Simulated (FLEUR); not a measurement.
## CrO2: largest sphere moment, antiferro +- against volume factor, fitted and tested on a withheld row

System: CrO2, 2 Cr and 4 O in the cell, space group P4_2/mnm. From the study “How the volume moves the moments of CrO2”.

Method: LDA (VWN) with U = 3.5 eV on Cr d; all-electron FLAPW, Dirac cores, scalar-relativistic bands (FLEUR MaX-R8.1). Settings shared by all rows: kmax 4.4 1/bohr, hist occupations, smearing width 0.05 eV, 8×8×8 k-mesh. The opposed order is one of several, taken for its small cell; another can lie lower, so the scan does not name the ground state. Atoms were not relaxed at any point.

The table, with one value held back:

| volume factor | largest sphere moment, antiferro +- (μB) |
| --- | --- |
| 0.91 | 1.8367 |
| 0.94 | 1.8678 |
| 0.97 | ? |
| 1 | 1.9292 |
| 1.03 | 1.9608 |
| 1.06 | 1.9939 |
| 1.09 | 2.0281 |

Choose a law, fit it, and give the withheld largest sphere moment, antiferro +- (volume factor = 0.97).

**Law.** No simple law fixes this dependence; over a few percent of strain it is smooth while the state stays the same, so an empirical parabola in s = factor − 1 is fitted. In symbols, y = c0 + c1 s + c2 s², with largest sphere moment, antiferro +- in μB.

**Fit.** Least squares on 6 rows gives c0 = 1.92909, c1 = 1.05893 and c2 = 0.419312.

| volume factor | s | computed | fit | computed − fit |
| --- | --- | --- | --- | --- |
| 0.91 | -0.09 | 1.8367 | 1.83718 | -0.00048 |
| 0.94 | -0.06 | 1.8678 | 1.86706 | 0.00074 |
| 1 | 0 | 1.9292 | 1.92909 | 0.00011 |
| 1.03 | 0.03 | 1.9608 | 1.96124 | -0.00044 |
| 1.06 | 0.06 | 1.9939 | 1.99414 | -0.00024 |
| 1.09 | 0.09 | 2.0281 | 2.02779 | 0.00031 |

At s = 0 the slope is 0.0106 μB for each percent of the factor.

**Prediction.** At volume factor = 0.97, s = -0.03, so the law predicts 1.89770 μB. The computed value is 1.8981 μB, 0.00040 above the prediction (under 0.1 % of it). The row lies between fitted rows, so this is an interpolation. The miss is about equal to the rms residual of the fit, 0.00043.

[Hosts, paths, dates, database ids (printed as entryN), source tags and the programs' standing remarks are cut or masked in the printed files.]

[Where a cell is said to come from a database of computed structures, the database is the Materials Project.]
